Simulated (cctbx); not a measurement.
**RbBa14Al: as given, inverted or twinned?**

Space group Amm2 (no. 38), a = 13.7430 Å, b = 8.5250 Å, c = 14.3100 Å, α = 90.00°, β = 90.00°, γ = 90.00°.

```
atom  mult.       x       y       z  Ueq (Å²)
 Ba1      4  0.7638     1/2  0.3380    0.0059
 Ba2      4  0.7435     1/2  0.8274    0.0052
 Ba3      8  0.7607  0.7684  0.0826    0.0067
 Ba4      4       0  0.7458  0.9207    0.0065
 Ba5      4     1/2  0.7675  0.9190    0.0050
 Ba6      2       0     1/2  0.1669    0.0063
 Ba7      2       0     1/2  0.6676    0.0059
 Rb1      2     1/2     1/2  0.1683    0.0057
 Al1      2     1/2     1/2  0.6547    0.0085
```

The model is made up (kin elements in a known structure type, no relaxation), so it says nothing on whether the phase exists.

Data sets are simulated with cctbx and refined with Bijvoet mates kept apart; Flack x is then fitted as the share of an inverted twin with the atoms fixed, Hooft y from the Bijvoet differences. The group is acentric but holds improper operations, so there is an absolute structure (orientation) and no hand.

Untwinned crystal. What Flack and Hooft values should come out?

| λ (Å) | extinction (unmodelled) | d min (Å) | top counts | error (%) | model | R1 | Flack x | s.u. | Hooft y | s.u. | pairs |
| --- | --- | --- | --- | --- | --- | --- | --- | --- | --- | --- | --- |
| 0.71073 | 0 | 0.77 | 20000 | 2 | as given | 0.0246 | 0.02 | 0.03 | 0.021 | 0.030 | 1009 |
| 0.71073 | 0 | 0.77 | 20000 | 2 | inverted | 0.0309 | 1.00 | 0.04 | 0.998 | 0.031 | 1009 |
| 1.54184 | 0 | 0.83 | 40000 | 1.5 | as given | 0.0120 | 0.000 | 0.006 | -0.004 | 0.006 | 814 |

With Mo Kα, x is within 3 s.u. of 0, so the absolute structure is right. With Cu Kα, x is within 3 s.u. of 0, so the absolute structure is right. Inverting the model turns x into about 1 − x.

A further crystal gives:

```
  λ (Å)  extinction (unmodelled)  d min (Å)  top counts  error (%)     model      R1  Flack x   s.u.  Hooft y   s.u.  pairs
1.54184                        0       0.83       40000          4  as given  0.0233    0.271  0.012    0.276  0.011    814
```

**Question.** What is it?

It was simulated as an inversion twin with a fraction 0.3 of the inverted domain. Flack x is over 3 s.u. from both 0 and 1 and reads that fraction.

[Logs are printed without paths, hosts, clocks, repeated set-up lines and the standing remarks that a program may print on its own settings, such as how far it seeks lower states.]
